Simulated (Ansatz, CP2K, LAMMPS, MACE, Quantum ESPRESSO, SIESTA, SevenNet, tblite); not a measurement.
# How stiff is amorphous carbon (64 atoms)? Programs compared

How stiff is amorphous carbon (64 atoms) under an even change of volume, and do other programs and learned potentials give the same pressure and slope as plane waves?

Results are calculated, not measured.

**1. Set-up**

The cell holds 64 atoms (64 C), with edges of 9.02, 9.02 and 9.02 Å. Recipe: 64 atoms (64 C) placed at random at 1.74 g/cm³, melted at 5500 K for 10 ps at fixed volume with the LCBOP (Los and Fasolino, Phys. Rev. B 68, 024107 (2003)). Quenched from 5500 K to 300 K at 100 K/ps and fixed volume, held 5 ps. Then the atoms were relaxed with SevenNet 0 in the fixed cell.

Bonds by pair of elements; cutoffs follow the first minimum of g(r), held within bounds set by covalent radii, and pairs that aren't listed don't count as bonded:

```csv
pair A-B,cutoff (Å),bonds,mean length (Å),spread (Å),shortest (Å),B about A,A about B
C-C,1.85,95,1.47,0.083,1.25,2.97,2.97
```

**2. The reference input**

Quantum ESPRESSO 7.5: Kohn-Sham DFT, PBE, SSSP efficiency 1.3.0 pseudopotentials, plane waves. Its input, pw.in, for the unchanged cell:

```
&control
  calculation = 'scf'
  pseudo_dir = './pseudo'
  outdir = './tmp'
  disk_io = 'none'
  tprnfor = .true.
  tstress = .true.
/
&system
  ibrav = 0
  nat = 64
  ntyp = 1
  ecutwfc = 45
  ecutrho = 360
  nosym = .true.
  occupations = 'smearing'
  smearing = 'fd'
  degauss = 0.003675
/
&electrons
  conv_thr = 3.2e-07
  electron_maxstep = 100
  mixing_beta = 0.2
  mixing_mode = 'local-TF'
  diagonalization = 'david'
/
ATOMIC_SPECIES
C 12.011 C.upf
CELL_PARAMETERS angstrom
9.02230 0.00000 0.00000
0.00000 9.02230 0.00000
0.00000 0.00000 9.02230
ATOMIC_POSITIONS crystal
C 0.14175 0.05353 0.83737
C 0.76201 0.51164 0.03291
C 0.93773 0.37153 0.73587
C 0.53981 0.06186 0.82340
[... 58 atom lines left out ...]
C 0.43532 0.22054 0.44023
C 0.74477 0.08503 0.99117
K_POINTS gamma
```

```console
$ OMP_NUM_THREADS=1 mpirun -np 2 pw.x -in pw.in > output.txt
```

Run time: 85 s. Hardware: 2 MPI ranks of Arm Neoverse V1, shared host; peak memory 1.4 GiB.

It converged with an r.m.s. force component of 0.67 eV/Å and a pressure of -6.2 GPa.

**3. Levels of theory**

Every level solves the same cells as single points. CPU time is summed over a level's finished runs, on a host shared with the other runs, so it is rough; the force column is the median over cells of the r.m.s. difference of force components from the reference.

| level | basis or training data | k-points | runs finished | CPU time | peak memory (GiB) | force difference (meV/Å) |
| --- | --- | --- | --- | --- | --- | --- |
| QE, PBE | plane waves, SSSP efficiency, 45/360 Ry | Γ | 5 of 5 | 14 min | 1.4 | reference |
| CP2K double zeta, PBE | DZVP-UZH, GTH-PBE potentials, 450 Ry | Γ | 5 of 5 | 25 min | 2.2 | 47 |
| SIESTA DZP, PBE | DZP orbitals, shift 0.01 Ry, mesh 300 Ry | Γ | 5 of 5 | 17 min | 0.99 | 349 |
| tblite GFN1-xTB | tight binding with its own dispersion term | Γ | 5 of 5 | 7.5 s | 0.1 | 331 |
| MACE MP-0b3 medium | trained on PBE(+U) plane-wave data | - | 5 of 5 | 45 s | 1.0 | 606 |
| SevenNet 0 | trained on PBE(+U) plane-wave data | - | 5 of 5 | 45 s | 0.91 | 672 |

The reference's own r.m.s. force component runs from 632 to 743 meV/Å over these cells. SevenNet 0 relaxed the atoms, so in the cells that it relaxed its own forces are small, and its entry isn't an independent test there.

**4. Pressure against volume**

The cell is scaled evenly, and at each volume SevenNet 0 relaxes the atoms again before the single points. The unchanged volume is 11.476 Å³ an atom. Pressures in GPa:

```csv
level,-6 %,-3 %,0,+3 %,+6 %
"QE, PBE",0.03,-3.20,-6.23,-8.90,-11.18
"CP2K double zeta, PBE",1.04,-2.22,-5.30,-8.00,-10.31
"SIESTA DZP, PBE",6.10,2.53,-0.86,-3.85,-6.43
tblite GFN1-xTB,-4.54,-8.03,-11.30,-14.16,-16.60
MACE MP-0b3 medium,-0.10,-2.63,-4.98,-7.07,-8.92
SevenNet 0,-1.16,-3.66,-6.08,-8.19,-10.01
```

Energy less that of the unchanged cell at the same level, in meV an atom:

```csv
level,-6 %,-3 %,+3 %,+6 %
"QE, PBE",-18.09,-12.69,18.63,42.69
"CP2K double zeta, PBE",-16.59,-11.94,17.88,41.47
"SIESTA DZP, PBE",-9.63,-8.35,14.44,35.11
tblite GFN1-xTB,-32.15,-19.92,26.30,58.36
MACE MP-0b3 medium,-9.37,-7.61,12.44,29.88
SevenNet 0,-15.83,-10.56,15.32,34.88
```

**5. Moduli**

From the three volumes nearest the unchanged one: B from the slope of pressure against ln V and from the curvature of the energy, the pressure that the slope of the energy implies, and the volume change at which the printed pressure crosses zero (a dash if it doesn't within the range).

```csv
level,B from pressures (GPa),B from energies (GPa),printed pressure (GPa),pressure from energies (GPa),zero pressure at (%)
"QE, PBE",95.1,92.1,-6.23,-7.29,-6.0
"CP2K double zeta, PBE",96.3,92.0,-5.30,-6.94,-5.1
"SIESTA DZP, PBE",106.3,94.5,-0.86,-5.30,-0.8
tblite GFN1-xTB,102.1,98.9,-11.30,-10.75,-
MACE MP-0b3 medium,73.9,74.9,-4.98,-4.66,-
SevenNet 0,75.5,73.8,-6.08,-6.02,-
```

As a check by hand on the reference: from -3 to +3 % the pressure falls by 5.71 GPa while ln V grows by 0.0600, a ratio of 95.1 GPa.

**6. Outcome**

The plane-wave reference (PBE) gives a bulk modulus of 95.1 GPa from its pressures, at a volume where its pressure is -6.23 GPa; that pressure crosses zero at -6.0 %. Other programs at PBE: CP2K double zeta, PBE 96.3 GPa (+1 %) and SIESTA DZP, PBE 106.3 GPa (+12 %); their pressures lie +0.93 to +5.37 GPa from the reference's. Learned potentials: MACE MP-0b3 medium 73.9 GPa (-22 %) and SevenNet 0 75.5 GPa (-21 %); their pressures lie +0.15 to +1.25 GPa from the reference's.

Tight binding: tblite GFN1-xTB 102.1 GPa (+7 %); its pressure lies -5.07 GPa from the reference's. The moduli are read at one volume but at unlike pressures, and a cell under tension is as a rule softer than one under compression. Moduli from the energies run from 74 to 99 GPa and part from those from pressures by as much as -11 % (SIESTA DZP, PBE); they rest on small differences of energy, and for levels other than SevenNet 0 they hold the work of leftover forces. Printed pressure and the slope of the energy part noticeably for SIESTA DZP, PBE; the atoms move along a path that isn't these levels' own, so their forces do work along it, and an error in the stress can't be told from that.

**Limits.** The atoms follow SevenNet 0, not each level's own minimum, so these moduli only approach relaxed ones and hang on that choice. Three points at finite strain give rough moduli, at the given volume rather than at zero pressure. Pressures at a fixed plane-wave cutoff or in a small atom-centred basis hold some basis error. The quench rate of 100 K/ps is many orders above laboratory rates, so the cell is likely richer in defects and strain than a real sample. The reference samples only Γ, in a cell whose shortest periodic width is 9 Å. The reference isn't exact: its cutoffs and mesh weren't converged further here. SIESTA's automatically made basis is far from complete, and its potentials were converted by us (checked for H, C, O, Si, Ge and Ca alone). Where levels are smeared, the DFT runs use Fermi–Dirac occupations at 580 K (0.05 eV), and energies are free energies.

[Logs are printed without paths, hosts, clocks, repeated set-up lines and the standing remarks that a program may print on its own settings, such as how far it seeks lower states.]

[Hosts, paths, dates, database ids (printed as entryN), source tags and the programs' standing remarks are cut or masked in the printed files.]
